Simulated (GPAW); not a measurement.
**Dielectric function and optical constants of Cr2TeSe**

Aim: the dielectric function of Cr2TeSe, and the optical constants that follow from it.

Method: DFT, PBE, plane-wave PAW (GPAW data sets), scalar-relativistic, RPA, optical limit, in GPAW 26.7.0.

## (1) The starting structure

It takes space group P-6m2 (No. 187, hexagonal). The conventional cell has a = 3.961 Å, b = 3.961 Å, c = 6.338 Å, α = 90.00°, β = 90.00°, γ = 120.00°. Nearest to Te lie 6 Cr at 2.83 Å. Nearest to Se lie 6 Cr at 2.74 Å. Nearest to Cr lie 3 Se at 2.74 Å and 3 Te at 2.83 Å and 1 Cr at 3.01 Å. Farther neighbours and most contacts between anions are not listed.

As a file:

```cif
data_structure
_symmetry_space_group_name_H-M 'P-6m2'
_symmetry_Int_Tables_number 187
_cell_length_a 3.9614
_cell_length_b 3.9614
_cell_length_c 6.3378
_cell_angle_alpha 90.000
_cell_angle_beta 90.000
_cell_angle_gamma 120.000
_cell_volume 86.13
loop_
_atom_site_label
_atom_site_type_symbol
_atom_site_symmetry_multiplicity
_atom_site_Wyckoff_symbol
_atom_site_fract_x
_atom_site_fract_y
_atom_site_fract_z
_atom_site_occupancy
Te1 Te 1 b 0.00000 0.00000 0.50000 1
Se1 Se 1 c 0.33333 0.66667 0.00000 1
Cr1 Cr 2 i 0.66667 0.33333 0.76225 1
```

## (2) Ground state

The self-consistent density comes first; it also tells whether there is a gap, which decides the occupations and the need for a Drude term.

This step: DFT, PBE, plane-wave PAW (GPAW data sets), scalar-relativistic, ground state (GPAW 26.7.0).

Contents of gs.py:

```python
from ase import Atoms
from ase.dft.bandgap import bandgap
from gpaw import GPAW, PW, FermiDirac

atoms = Atoms(['Te', 'Se', 'Cr', 'Cr'],
              cell=[[3.96138968, 0.00000000, 0.00000000],
                    [-1.98069484, 3.43066409, 0.00000000],
                    [0.00000000, 0.00000000, 6.33777500]],
              scaled_positions=[[0.00000000, 0.00000000, 0.50000000],
                                [0.33333333, 0.66666667, 0.00000000],
                                [0.66666667, 0.33333333, 0.76225400],
                                [0.66666667, 0.33333333, 0.23774600]],
              pbc=[True, True, True])
atoms.set_initial_magnetic_moments([0.0, 0.0, 3.0, 3.0])
atoms.calc = GPAW(mode=PW(450), xc='PBE', kpts={'size': (7, 7, 4), 'gamma': True},
                  occupations=FermiDirac(0.05), maxiter=150, txt='gs.txt')
print('energy (eV)', atoms.get_potential_energy())
print('Fermi level (eV)', atoms.calc.get_fermi_level())
print('valence electrons', atoms.calc.get_number_of_electrons())
print('gap (eV)', bandgap(atoms.calc, output=None)[0])
print('direct gap (eV)', bandgap(atoms.calc, direct=True, output=None)[0])
print('moments', atoms.get_magnetic_moments().round(3).tolist())
atoms.calc.write('gs.gpw')
```

Launch:

```bash
$ OMP_NUM_THREADS=1 python gs.py
```

Numbers of over 12 decimals in the logs are rounded to 6 here.

What it wrote:

```text
__  _  _
 | _ |_)|_||  |
 |__||  | ||/\| - 26.7.0

Versions:
  Python: 3.12.14
  ASE:    3.29.0
  Numpy:  2.5.5
  Scipy:  1.18.1
  Libxc:  7.0.0

Input parameters:
  mode=PW(ecut=450.000000),
  kpts=MonkhorstPack(size=(7, 7, 4), gamma=True),
  maxiter=150,
  occupations=Occupations(name='fermi-dirac', width=0.05, fixmagmom=False),
  xc=XC(name='PBE')

Diagonalizing LCAO Hamiltonian
Converting LCAO to pw mode

             Cr

       Te

             Cr
         Se

Atoms  # Å, Bohr magnetons
|   | symbol |         x |        y |        z |    initial magnetic moments |
| 0 |     Te |  0.000000 | 0.000000 | 3.168887 | ( 0.0000,  0.0000,  0.0000) |
| 1 |     Se | -0.000000 | 2.287109 | 0.000000 | ( 0.0000,  0.0000,  0.0000) |
| 2 |     Cr |  1.980695 | 1.143555 | 4.830994 | ( 0.0000,  0.0000,  3.0000) |
| 3 |     Cr |  1.980695 | 1.143555 | 1.506781 | ( 0.0000,  0.0000,  3.0000) |

Unit cell  # Å
| periodic |         x |        y |        z |  lengths |     angles |
|      yes |  3.961390 | 0.000000 | 0.000000 | 3.961390 |  90.000000 |
|      yes | -1.980695 | 3.430664 | 0.000000 | 3.961390 |  90.000000 |
|      yes |  0.000000 | 0.000000 | 6.337775 | 6.337775 | 120.000000 |

Number of symmetries: 4
Symmetry operations  # r_c * U_cc + t_c -> r_c
|   | kind |            matrix            |
| 0 |  E   |  1, 0, 0,  0, 1, 0,  0, 0, 1 |
| 1 |  σ   |  1, 0, 0,  0, 1, 0,  0, 0,-1 |
| 2 |  σ   | -1, 0, 0,  1, 1, 0,  0, 0, 1 |
| 3 |  C2  | -1, 0, 0,  1, 1, 0,  0, 0,-1 |

BZ-sampling:
  Number of BZ points: 196
  Number of IBZ points: 48

  Monkhorst-Pack size: [7, 7, 4]
  Monkhorst-Pack shift: [0.0, 0.0, 0.125]

K-points  # in reciprocal-cell coordinates
|     |                                coordinates |     weight |
|   0 | (  0.00000000,   0.00000000,   0.00000000) | 0.00510204 |
|   1 | (  0.00000000,   0.00000000,   0.25000000) | 0.01020408 |
|   2 | (  0.00000000,   0.00000000,   0.50000000) | 0.00510204 |
|   3 | (  0.00000000,   0.14285714,   0.00000000) | 0.01020408 |
|   4 | (  0.00000000,   0.14285714,   0.25000000) | 0.02040816 |
|   5 | (  0.00000000,   0.14285714,   0.50000000) | 0.01020408 |
|   6 | (  0.00000000,   0.28571429,   0.00000000) | 0.01020408 |
|   7 | (  0.00000000,   0.28571429,   0.25000000) | 0.02040816 |
|   8 | (  0.00000000,   0.28571429,   0.50000000) | 0.01020408 |
|   9 | (  0.00000000,   0.42857143,   0.00000000) | 0.01020408 |
| ... |                                            |            |
|  47 | (  0.42857143,   0.42857143,   0.50000000) | 0.02040816 |

Plane wave coefficients: 1876
Cutoff: 450.000000 eV

Spin-components: 2 (collinear spins)
Bands:           22
Projectors:      22
Spin-degeneracy: 1
Datatype:        complex128

Parallelization:
  kpt:    1
  domain: 1
  band:   1

Density:
  Valence electrons: 24.0
  Components: 2
  Grid points: [20 20 32]
  Charge: 0.0  # |e|

Potential:
  Grid points: [20 20 32]

species:
  Te:
    name:    Tellurium
    id:
    Z:       52.0
    valence: 6
    core:    46
    charge:  0.0  # [|e|]
    compensation charges:
      type: gauss
      rc: 0.36  # [Å]
      lmax: 2
    cutoffs:
      filter: 2.09  # [Å]
      core: 3.17  # [Å]
    projectors
    | kind |    occ | energy [eV] | rcut [Å] |
    |   5s |  2.000 |     -15.089 |    1.180 |
    |   5p |  4.000 |      -5.955 |    1.196 |
    |    s |        |      12.123 |    1.180 |
    |    p |        |      21.256 |    1.196 |
    |    d |        |       0.000 |    1.238 |

    Using partial waves for Te as LCAO basis

  Se:
    name:    Selenium
    id:
    Z:       34.0
    valence: 6
    core:    28
    charge:  0.0  # [|e|]
    compensation charges:
      type: gauss
      rc: 0.27  # [Å]
      lmax: 2
    cutoffs:
      filter: 1.77  # [Å]
      core: 2.67  # [Å]
    projectors
    | kind |    occ | energy [eV] | rcut [Å] |
    |   4s |  2.000 |     -17.277 |    0.847 |
    |   4p |  4.000 |      -6.512 |    1.005 |
    |    s |        |       9.935 |    0.847 |
    |    p |        |      20.699 |    1.005 |
    |    d |        |       0.000 |    0.847 |

    Using partial waves for Se as LCAO basis

  Cr:
    name:    Chromium
    id:
    Z:       24.0
    valence: 6
    core:    18
    charge:  0.0  # [|e|]
    compensation charges:
      type: gauss
      rc: 0.35  # [Å]
      lmax: 2
    cutoffs:
      filter: 2.14  # [Å]
      core: 3.04  # [Å]
    projectors
    | kind |    occ | energy [eV] | rcut [Å] |
    |   4s |  1.000 |      -4.007 |    1.164 |
    |   4p |  0.000 |      -0.989 |    1.217 |
    |   3d |  5.000 |      -2.913 |    1.111 |
    |    s |        |      23.205 |    1.164 |
    |    p |        |      26.223 |    1.217 |
    |    d |        |      24.299 |    1.111 |

    Using partial waves for Cr as LCAO basis

Reference energy: -308058.970464  # eV

eigensolver:
  PPCG
  Converge bands: occupied
  niter=2

density mixing:
  MSR1-Mixer
  Pratt-step length: 0.05
  Maximum mixing coefficient: 0.75
  Old densities: 10
  SVD Regularization: 0.005
  Good broyden scale: 1.0
  Trust region scale: 1.0
  Backstep threshold: 4.0
  History deletion threshold: 6.0
  Fourier metric: weight=20.0, sigma=0.015

occupation numbers:
  Fermi-Dirac:
    width: 0.0500  # eV

poisson solver:
  ecut: 3600.000000  # eV

xc functional:
  name: PBE with 2 nearest neighbor stencil

convergence criteria:
- Maximum [total energy] change in last 3 cyles: 0.0005 eV / valence electron
- Maximum integral of absolute [dens]ity change: 0.0001 electrons / valence electron
- Maximum integral of absolute [eigenst]ate change: 4e-08 eV^2 / valence electron
maximum number of iterations: 150

SCF iterations
|iter     |      energy | eigst |  dens |  magmom |
|iter:   1||  -27.439045 | -0.18 |       |  +5.9734|
|iter:   2||  -26.279317 | -1.34 | -0.53 |  +6.0026|
|iter:   3||  -25.761108 | -1.31 | -0.63 |  +6.3670|
|iter:   4||  -26.096509 | -2.04 | -0.89 |  +7.0829|
|iter:   5||  -26.199802 | -2.57 | -1.30 |  +7.6716|
|iter:   6||  -26.202246 | -3.11 | -1.93 |  +7.7384|
|iter:   7||  -26.202533c| -3.63 | -2.14 |  +7.7858|
|iter:   8||  -26.203147c| -4.22 | -2.48 |  +7.8359|
|iter:   9||  -26.203198c| -4.94 | -3.07 |  +7.8427|
|iter:  10||  -26.203203c| -5.66 | -3.61 |  +7.8436|
|iter:  11||  -26.203203c| -6.34 | -4.15c|  +7.8441|
|iter:  12||  -26.203203c| -6.88 | -4.63c|  +7.8443|
|iter:  13||  -26.203203c| -7.41c| -5.18c|  +7.8444|

Converged in 13 steps
SCF loop duration: 64.871 s (4.990 s/step)
Energy contributions relative to reference atoms: (reference = -308058.970464)

Energy contributions:
  Kinetic:          14.574987
  Coulomb:         -18.583681
  Zero:              0.235530
  External:          0.000000
  Xc:              -22.422465
  Entropy:          -0.015149
  Spinorbit:         0.000000
  ----------------------------
  Free energy:     -26.210777
  Extrapolated:    -26.203203

dipole moment: (-6.844100, -15.521243, -23.316002)  # |e|*Ang

Total magnetic moment: (0.000000, 0.000000, 7.844381)

Local magnetic moments
|        x |        y |         z |
| 0.000000 | 0.000000 | -0.104872 |  # Te   0
| 0.000000 | 0.000000 | -0.063045 |  # Se   1
| 0.000000 | 0.000000 |  3.439572 |  # Cr   2
| 0.000000 | 0.000000 |  3.439572 |  # Cr   3

Fermi level: 7.585
Eigenvalues  # (at kpt = [0.000, 0.000, 0.000])
| band index |      eig [eV] | occ [0-1] |      eig [eV] | occ [0-1] |
|          0 |        -6.603 |     1.000 |        -6.564 |     1.000 |
|        ... |               |           |               |           |
|          4 |         3.592 |     1.000 |         4.450 |     1.000 |
|          5 |         4.779 |     1.000 |         6.385 |     1.000 |
|          6 |         5.470 |     1.000 |         6.385 |     1.000 |
|          7 |         5.470 |     1.000 |         6.465 |     1.000 |
|          8 |         5.688 |     1.000 |         7.629 |     0.293 |
|          9 |         5.688 |     1.000 |         8.451 |     0.000 |
|         10 |         6.308 |     1.000 |         8.452 |     0.000 |
|         11 |         6.308 |     1.000 |         8.577 |     0.000 |
|         12 |         6.373 |     1.000 |         8.577 |     0.000 |
|         13 |         6.374 |     1.000 |         9.713 |     0.000 |
|         14 |         6.478 |     1.000 |         9.715 |     0.000 |
|         15 |         7.171 |     1.000 |         9.919 |     0.000 |
|         16 |         8.969 |     0.000 |        10.718 |     0.000 |
|         17 |         9.225 |     0.000 |        11.280 |     0.000 |
|         18 |         9.225 |     0.000 |        11.380 |     0.000 |
|         19 |        10.593 |     0.000 |        11.380 |     0.000 |
|        ... |               |           |               |           |
|         21 |        12.912 |     0.000 |        13.606 |     0.000 |

No gap
No difference between direct/indirect transitions

--- standard output ---
energy (eV) -26.203203
Fermi level (eV) 7.585155
valence electrons 24.0
gap (eV) 0.0
direct gap (eV) 0.0
moments [-0.105, -0.063, 3.44, 3.44]
```

Run time: 68 s. Hardware: 1 thread of Arm Neoverse V2, shared host; peak memory 0.24 GiB.

This step gave:

```
energy       : -26.20 eV
Fermi energy : 7.585 eV
electrons    : 24
site moments : -0.105, -0.063, 3.44, 3.44 μB
```

There are states at the Fermi level within the smearing, so the occupations stay smeared and the carriers get a Drude term.

## (3) Bands for the response

The response needs many more empty bands than the density does.

This step: DFT, PBE, plane-wave PAW (GPAW data sets), scalar-relativistic, bands at fixed density (GPAW 26.7.0).

Contents of nscf.py:

```python
from ase.dft.bandgap import bandgap
from gpaw import GPAW, FermiDirac

calc = GPAW('gs.gpw').fixed_density(kpts={'size': (12, 12, 6), 'gamma': True}, nbands=59, convergence={'bands': 53},
                                    occupations=FermiDirac(0.05), txt='nscf.txt')
print('gap (eV)', bandgap(calc, output=None)[0])
print('direct gap (eV)', bandgap(calc, direct=True, output=None)[0])
print('top band over the Fermi level (eV)', min(calc.get_eigenvalues(kpt=k)[52] for k in range(len(calc.get_ibz_k_points()))) - calc.get_fermi_level())
calc.write('full.gpw', mode='all')
```

Launch:

```bash
$ OMP_NUM_THREADS=1 python nscf.py
```

What it wrote:

```text
Diagonalizing LCAO Hamiltonian
Converting LCAO to pw mode
convergence criteria:
- Maximum integral of absolute [eigenst]ate change: 4e-08 eV^2 / valence electron
maximum number of iterations: 150

SCF iterations
|iter     |      energy | eigst |  dens |  magmom |
|iter:   1||             | +3.50 |       |  +7.8444|
|iter:   2||             | +2.32 |       |  +7.8444|
|iter:   3||             | +1.94 |       |  +7.8444|
|iter:   4||             | +0.55 |       |  +7.8444|
|iter:   5||             | +0.29 |       |  +7.8444|
|iter:   6||             | -0.04 |       |  +7.8444|
|iter:   7||             | +0.02 |       |  +7.8444|
|iter:   8||             | -0.37 |       |  +7.8444|
|iter:   9||             | -0.86 |       |  +7.8444|
|iter:  10||             | -1.43 |       |  +7.8444|
|iter:  11||             | -1.51 |       |  +7.8444|
|iter:  12||             | -2.01 |       |  +7.8444|
|iter:  13||             | -2.50 |       |  +7.8444|
|iter:  14||             | -3.13 |       |  +7.8444|
|iter:  15||             | -3.50 |       |  +7.8444|
|iter:  16||             | -4.14 |       |  +7.8444|
|iter:  17||             | -4.81 |       |  +7.8444|
|iter:  18||             | -5.49 |       |  +7.8444|
|iter:  19||             | -6.16 |       |  +7.8444|
|iter:  20||             | -6.82 |       |  +7.8444|
|iter:  21||             | -7.41c|       |  +7.8444|
SCF steps: 21
  __  _  _
 | _ |_)|_||  |
 |__||  | ||/\| - 26.7.0

Versions:
  Python: 3.12.14
  ASE:    3.29.0
  Numpy:  2.5.5
  Scipy:  1.18.1
  Libxc:  7.0.0

Input parameters:
  mode=PW(ecut=450.000000),
  convergence={'bands': 53},
  gpts=array([20, 20, 32]),
  kpts=MonkhorstPack(size=(12, 12, 6), gamma=True),
  maxiter=150,
  nbands=59,
  occupations=Occupations(name='fermi-dirac', width=0.05, fixmagmom=False),
  parallel={},
  xc=XC(name='PBE')

--- standard output ---
gap (eV) 0.0
direct gap (eV) 0.0
top band over the Fermi level (eV) 21.573649
```

Run time: 15 min. Hardware: 1 thread; peak memory 0.88 GiB.

(Part 1 of 2 ends here.)

[Machine, clock and banner lines and Python warnings are left out of the logs.]

[Logs are printed without paths, hosts, clocks, repeated set-up lines and the standing remarks that a program may print on its own settings, such as how far it seeks lower states.]

[Hosts, paths, dates, database ids (printed as entryN), source tags and the programs' standing remarks are cut or masked in the printed files.]
